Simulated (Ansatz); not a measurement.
# Site preference of Si in place of C in a frame of glassy nearly rigid carbon from 4800 K (160 atoms), part 3 of 3

Aim: make Si in place of C at several sites of a frame of glassy nearly rigid carbon from 4800 K (160 atoms), relax each, and compare their energies.

Ansatz 0.2.0; Kohn-Sham DFT, PBE, PAW (set soft_2), plane waves.

The cell: 160 C. The network of bonds at the start is that of the classical potential that made the cell. Sampling is at Γ alone, for a cell whose shortest periodic width is 12 Å.

So far. Step 7 (Si on a site of C, site C4): The relaxation converged after 15 steps, 7.74 eV below its start, with a largest force component of 0.041 eV/Å.

## 8. Si on a site of C, site C38

The site has 3 bonded neighbours (C3) at 1.45 Å on average. 

Contents of input.yaml:

```yaml
crystal:
  lattice:
    - [12.1119, 0.0, 0.0]
    - [0.0, 12.1119, 0.0]
    - [0.0, 0.0, 12.1119]
  atoms:
    [... atom lines 1 to 34 left out ...]
    - { symbol: C, position: [0.49745, 0.7683, 0.49822] }
    - { symbol: C, position: [0.23678, 0.4482, 0.00769] }
    - { symbol: C, position: [0.21571, 0.19716, 0.22994] }
    - { symbol: Si, position: [0.59733, 0.51832, 0.53112] }
    - { symbol: C, position: [0.14937, 0.6292, 0.94457] }
    - { symbol: C, position: [0.05483, 0.75461, 0.46726] }
    - { symbol: C, position: [0.4894, 0.24245, 0.58578] }
    [... atom lines 42 to 160 left out ...]
kpoints:
  mp_grid: { grid: [1, 1, 1] }
hamiltonian:
  xc: pbe
scf:
  occupations: { method: fermi_dirac, width: 0.025 }
output:
  forces: true
  eigenvalues: true
relax:
  f_tol: 0.05
  max_steps: 90
```

Command:

```console
> ansatz run input.yaml --threads 4 --pin off --max-ram 8192MiB --backend cpu --events-out ev --progress --plain --runs-dir out
```

Numbers of over 12 decimals in the logs are rounded to 6 here.

The program printed:

```text
[...]
Crystal: 160 atoms, lattice volume = 1776.793 Å³
Basis set: ecut = 420 eV, 34697 PW (Γ), exchange–correlation on 162×162×162 points (8 copies of the dense FFT grid, shifted against one another)
Bands: 480, of which v1, the nominal top of the filled ones, is band 320 counted from 1 (319 counted from 0)
Symmetry: 1 space group operations
[...]
k-points: 1
[...]
SCF iter   1: F=—  HF=-40374.736262 eV  |F-HF|=—  |Δ(HF+E_count)|=         —  Δρ=1.47e-2  dr2=6.89e0  ethr=1.77e-3  ⟨swp⟩=6.0  Hψ=2122  notcnv=0  defer=102
[...]
SCF iter   7: F=—  HF=-40373.729275 eV  |F-HF|=—  |Δ(HF+E_count)|=   4.84e-7  Δρ=8.83e-5  dr2=1.53e-4  ethr=1.67e-7  ⟨swp⟩=2.0  Hψ=610  notcnv=0  defer=145
SCF iter   8: F=-40373.729285 eV  HF=-40373.729294 eV  |F-HF|=9.06e-6  |Δ(HF+E_count)|=   1.92e-5  Δρ=3.63e-5  dr2=2.61e-5  ethr=9.77e-9  ⟨swp⟩=18.0  Hψ=3248  notcnv=0
SCF 1 converged in 8 iterations: F = -40373.729285 eV  dr2 = 2.61e-5
[...]
relax step   1: F+E_penalty+E_count = -40373.72928505 eV  Δ(F+E_penalty+E_count) = +0.000e0 eV  max|allowed force component| = 1.932e1 eV/Å  Δτ_max = 0.0000 Å  (8 SCF iters, dr2 threshold 6.25e-5 eV, accepted)
[...]
relax step   2: F+E_penalty+E_count = -40379.73456774 eV  Δ(F+E_penalty+E_count) = -6.005e0 eV  max|allowed force component| = 8.240e0 eV/Å  Δτ_max = 0.1442 Å  (9 SCF iters, dr2 threshold 1.00e-4 eV, accepted)
[...]
relax step   3: F+E_penalty+E_count = -40381.82973547 eV  Δ(F+E_penalty+E_count) = -2.095e0 eV  max|allowed force component| = 3.051e0 eV/Å  Δτ_max = 0.1498 Å  (9 SCF iters, dr2 threshold 1.00e-4 eV, accepted)
relax step   4: F+E_penalty+E_count = -40382.38532614 eV  Δ(F+E_penalty+E_count) = -5.556e-1 eV  max|allowed force component| = 9.487e-1 eV/Å  Δτ_max = 0.2000 Å  (6 SCF iters, dr2 threshold 1.00e-4 eV, accepted)
relax step   5: F+E_penalty+E_count = -40382.62910689 eV  Δ(F+E_penalty+E_count) = -2.438e-1 eV  max|allowed force component| = 6.329e-1 eV/Å  Δτ_max = 0.1947 Å  (8 SCF iters, dr2 threshold 8.70e-5 eV, accepted)
relax step   6: F+E_penalty+E_count = -40382.86568714 eV  Δ(F+E_penalty+E_count) = -2.366e-1 eV  max|allowed force component| = 7.945e-1 eV/Å  Δτ_max = 0.1948 Å  (10 SCF iters, dr2 threshold 3.87e-5 eV, accepted)
relax step   7: F+E_penalty+E_count = -40383.27991299 eV  Δ(F+E_penalty+E_count) = -4.142e-1 eV  max|allowed force component| = 9.378e-1 eV/Å  Δτ_max = 0.1968 Å  (8 SCF iters, dr2 threshold 1.00e-4 eV, accepted)
relax step   8: F+E_penalty+E_count = -40383.59240952 eV  Δ(F+E_penalty+E_count) = -3.125e-1 eV  max|allowed force component| = 1.253e0 eV/Å  Δτ_max = 0.1955 Å  (6 SCF iters, dr2 threshold 1.00e-4 eV, accepted)
relax step   9: F+E_penalty+E_count = -40383.77947928 eV  Δ(F+E_penalty+E_count) = -1.871e-1 eV  max|allowed force component| = 7.318e-1 eV/Å  Δτ_max = 0.0751 Å  (6 SCF iters, dr2 threshold 1.00e-4 eV, accepted)
relax step  10: F+E_penalty+E_count = -40383.90084889 eV  Δ(F+E_penalty+E_count) = -1.214e-1 eV  max|allowed force component| = 4.150e-1 eV/Å  Δτ_max = 0.0699 Å  (6 SCF iters, dr2 threshold 1.00e-4 eV, accepted)
relax step  11: F+E_penalty+E_count = -40383.95756000 eV  Δ(F+E_penalty+E_count) = -5.671e-2 eV  max|allowed force component| = 2.715e-1 eV/Å  Δτ_max = 0.0467 Å  (6 SCF iters, dr2 threshold 5.54e-5 eV, accepted)
relax step  12: F+E_penalty+E_count = -40383.99078014 eV  Δ(F+E_penalty+E_count) = -3.322e-2 eV  max|allowed force component| = 2.229e-1 eV/Å  Δτ_max = 0.0488 Å  (6 SCF iters, dr2 threshold 2.37e-5 eV, accepted)
relax step  13: F+E_penalty+E_count = -40384.00504283 eV  Δ(F+E_penalty+E_count) = -1.426e-2 eV  max|allowed force component| = 1.749e-1 eV/Å  Δτ_max = 0.0214 Å  (6 SCF iters, dr2 threshold 2.13e-5 eV, accepted)
relax step  14: F+E_penalty+E_count = -40384.01729550 eV  Δ(F+E_penalty+E_count) = -1.225e-2 eV  max|allowed force component| = 1.033e-1 eV/Å  Δτ_max = 0.0278 Å  (6 SCF iters, dr2 threshold 1.88e-5 eV, accepted)
relax step  15: F+E_penalty+E_count = -40384.03107654 eV  Δ(F+E_penalty+E_count) = -1.378e-2 eV  max|allowed force component| = 1.702e-1 eV/Å  Δτ_max = 0.0413 Å  (7 SCF iters, dr2 threshold 3.73e-6 eV, accepted)
relax step  16: F+E_penalty+E_count = -40384.06801650 eV  Δ(F+E_penalty+E_count) = -3.694e-2 eV  max|allowed force component| = 4.280e-1 eV/Å  Δτ_max = 0.0971 Å  (7 SCF iters, dr2 threshold 1.01e-5 eV, accepted)
relax step  17: F+E_penalty+E_count = -40383.95275252 eV  Δ(F+E_penalty+E_count) = +1.153e-1 eV  max|allowed force component| = 1.158e0 eV/Å  Δτ_max = 0.1921 Å  (7 SCF iters, dr2 threshold 1.00e-4 eV, rejected (line search))
relax step  18: F+E_penalty+E_count = -40384.11395317 eV  Δ(F+E_penalty+E_count) = -4.594e-2 eV  max|allowed force component| = 6.959e-1 eV/Å  Δτ_max = 0.0513 Å  (11 SCF iters, accepted)
relax step  19: F+E_penalty+E_count = -40384.12840771 eV  Δ(F+E_penalty+E_count) = -1.445e-2 eV  max|allowed force component| = 1.063e0 eV/Å  Δτ_max = 0.0982 Å  (6 SCF iters, dr2 threshold 1.00e-4 eV, accepted)
relax step  20: F+E_penalty+E_count = -40384.15504906 eV  Δ(F+E_penalty+E_count) = -2.664e-2 eV  max|allowed force component| = 1.435e0 eV/Å  Δτ_max = 0.0366 Å  (5 SCF iters, dr2 threshold 1.00e-4 eV, accepted)
relax step  21: F+E_penalty+E_count = -40384.16636588 eV  Δ(F+E_penalty+E_count) = -1.132e-2 eV  max|allowed force component| = 8.432e-1 eV/Å  Δτ_max = 0.0262 Å  (6 SCF iters, dr2 threshold 1.00e-4 eV, accepted)
relax step  22: F+E_penalty+E_count = -40384.18439827 eV  Δ(F+E_penalty+E_count) = -1.803e-2 eV  max|allowed force component| = 1.092e-1 eV/Å  Δτ_max = 0.0237 Å  (5 SCF iters, dr2 threshold 1.00e-4 eV, accepted)
relax step  23: F+E_penalty+E_count = -40384.18569917 eV  Δ(F+E_penalty+E_count) = -1.301e-3 eV  max|allowed force component| = 7.896e-2 eV/Å  Δτ_max = 0.0045 Å  (7 SCF iters, accepted)
relax step  24: F+E_penalty+E_count = -40384.18639847 eV  Δ(F+E_penalty+E_count) = -6.993e-4 eV  max|allowed force component| = 6.393e-2 eV/Å  Δτ_max = 0.0054 Å  (6 SCF iters, accepted)
[...]
relax step  25: F+E_penalty+E_count = -40384.18714608 eV  Δ(F+E_penalty+E_count) = -7.476e-4 eV  max|allowed force component| = 2.973e-2 eV/Å  Δτ_max = 0.0129 Å  (7 SCF iters, accepted)
SCF converged after 7 iterations
Free energy (F): -40384.187146 eV
[...]
Internal energy: -40384.171492 eV  (E = F + TS)
E sigma→0 (E₀):  -40384.179319 eV
Entropy (-TS):   -0.015654 eV (-0.098 meV/atom)
Fermi energy:    4.628136 eV
[...]
Σ components = -40384.187146   (vs F -40384.187146, Δ=0.00e0)
--- Forces (eV/Å), atoms counted from 1 ---
  atom   1  C      0.00243928     0.00027270    -0.00077443
  atom   2  C     -0.01189162     0.00909066    -0.00097087
  atom   3  C      0.00223245    -0.00126762     0.00246737
  atom   4  C     -0.00285047    -0.00113902     0.00004847
[...]
atom 160  C     -0.00274141    -0.00259712     0.00578488
  max |Σ_I F_I| component: 1.10e-4 eV/Å
--- Band table (eV) ---
[...]
--- Relaxed structure (25 steps of the walk, 24 accepted, 0 SCFs on fresh bases) ---
  F+E_penalty+E_count = -40384.18714608 eV   max|allowed force component| = 2.973e-2 eV/Å
  atoms:
    - { symbol: C, position: [0.623644, 0.893198, 0.490157] }
    - { symbol: C, position: [0.873610, 0.631936, 0.823991] }
    - { symbol: C, position: [0.403990, 0.293722, 0.032606] }
    - { symbol: C, position: [0.154098, 0.289863, 0.404198] }
[...]
- { symbol: C, position: [0.676899, 0.572093, 0.770191] }
```

Wall time 12 min (4 threads of Arm Neoverse V2, shared host); peak memory 2.5 GiB.

The relaxation converged after 25 steps, 10.5 eV below its start, with a largest force component of 0.030 eV/Å.

A closer look about the Si atom, after relaxation: 10 atoms, nearest first, numbered in the order of the input, with positions taken from that point.

```csv
atom,x,y,z,distance (Å),bonds
Si38,0.00,0.00,0.00,0.00,5
C136,-0.44,0.87,-1.67,1.93,3
C87,-0.67,-0.45,1.76,1.94,3
C31,-1.05,-1.53,-0.61,1.96,3
C123,1.62,1.02,0.66,2.02,4
C138,-0.93,1.80,-0.73,2.16,4
C78,1.69,-1.96,-0.48,2.63,3
C160,0.10,0.23,2.69,2.70,3
C101,-1.68,-2.13,0.48,2.76,3
C127,0.77,-2.23,-1.55,2.82,2
```

The column of bonds counts only the pairs C-C within 1.85 Å, C-Si within 2.28 Å; other neighbours, such as metal atoms beside each other in a compound, aren't counted, and periodic images can show an atom twice.

The largest move is 0.98 Å, by Si38.

## 9. Si on a site of C, site C158

The site has 3 bonded neighbours (C3) at 1.48 Å on average. 

Input and log are left out; they have the form of those shown for this kind of step.

Wall time 3.9 min (4 threads of Arm Neoverse V2, shared host); peak memory 2.5 GiB.

The relaxation was stopped at its limit after 7 steps, 8.01 eV below its start, with a largest force component of 0.46 eV/Å.

Local excerpt of 12 atoms (numbers count through the whole input) about the Si atom, after relaxation; x, y, z are measured from there.

```csv
atom,x,y,z,distance (Å),bonds
Si158,0.00,0.00,0.00,0.00,3
C93,0.23,0.82,1.64,1.84,3
C11,1.73,-0.25,-0.66,1.87,3
C53,-1.63,-0.86,-0.36,1.88,3
C75,-1.05,-2.19,-0.27,2.44,3
C50,2.18,0.96,-1.39,2.76,3
C25,1.64,0.62,2.16,2.78,3
C2,2.04,-1.67,-0.90,2.78,3
C73,-0.79,1.50,2.31,2.87,3
C77,-2.92,-0.31,0.00,2.94,3
C160,-0.41,-2.43,-1.66,2.97,3
C110,0.96,-2.05,-1.97,3.00,3
```

The column of bonds counts only the pairs C-C within 1.85 Å, C-Si within 2.17 Å; other neighbours, such as metal atoms beside each other in a compound, aren't counted, and periodic images can show an atom twice.

The largest move is 0.67 Å, by C53.

## 10. The sites compared

All these cells hold the same atoms, so their energies can be compared with no chemical potential.

```csv
site,neighbours,mean distance (Å),atoms within 6 Å,energy over the best site (eV),before relaxation (eV),gain on relaxing (eV)
C74,C4,1.63,87,0.00,0.00,4.48
C159,C2,1.36,85,0.06,6.59,11.01
C38,C3,1.45,74,0.68,6.66,10.46
C158 *,C3,1.48,86,0.72,4.25,8.01
C4,C3,1.48,77,1.43,4.69,7.74
```

* The relaxation didn't finish, so this cell's energy would fall further, and differences against it can move either way. Neighbours are those of the relaxed host within 1.85 Å (C-C); other pairs aren't counted.

## 11. Outcome

The cheapest site is C74 (4 neighbours, C4); the dearest, C4 (3 neighbours, C3), costs 1.4 eV more. By coordination the energies over the best site are 0.06 eV with 2 neighbours, 0.68 to 1.43 eV with 3 neighbours and 0.00 eV with 4 neighbours. Relaxation gains 4.5 to 11 eV and leaves the best site the same.

**Limits.** Defects are neutral and interact with their images. In a disordered cell the relaxation can also rearrange atoms far from the site. Only 5 of the 160 C sites were tried; unless symmetry makes the others alike to these, a cheaper one may exist. The stress is far from hydrostatic: its diagonal is -13.0, -9.7, -6.8 GPa, compression counted positive. The pressure of -9.9 GPa shows the cell to be stretched for this functional.

The DFT runs together took 43 min of wall time.

[Logs are printed without paths, hosts, clocks, repeated set-up lines and the standing remarks that a program may print on its own settings, such as how far it seeks lower states.]

[Hosts, paths, dates, database ids (printed as entryN), source tags and the programs' standing remarks are cut or masked in the printed files.]
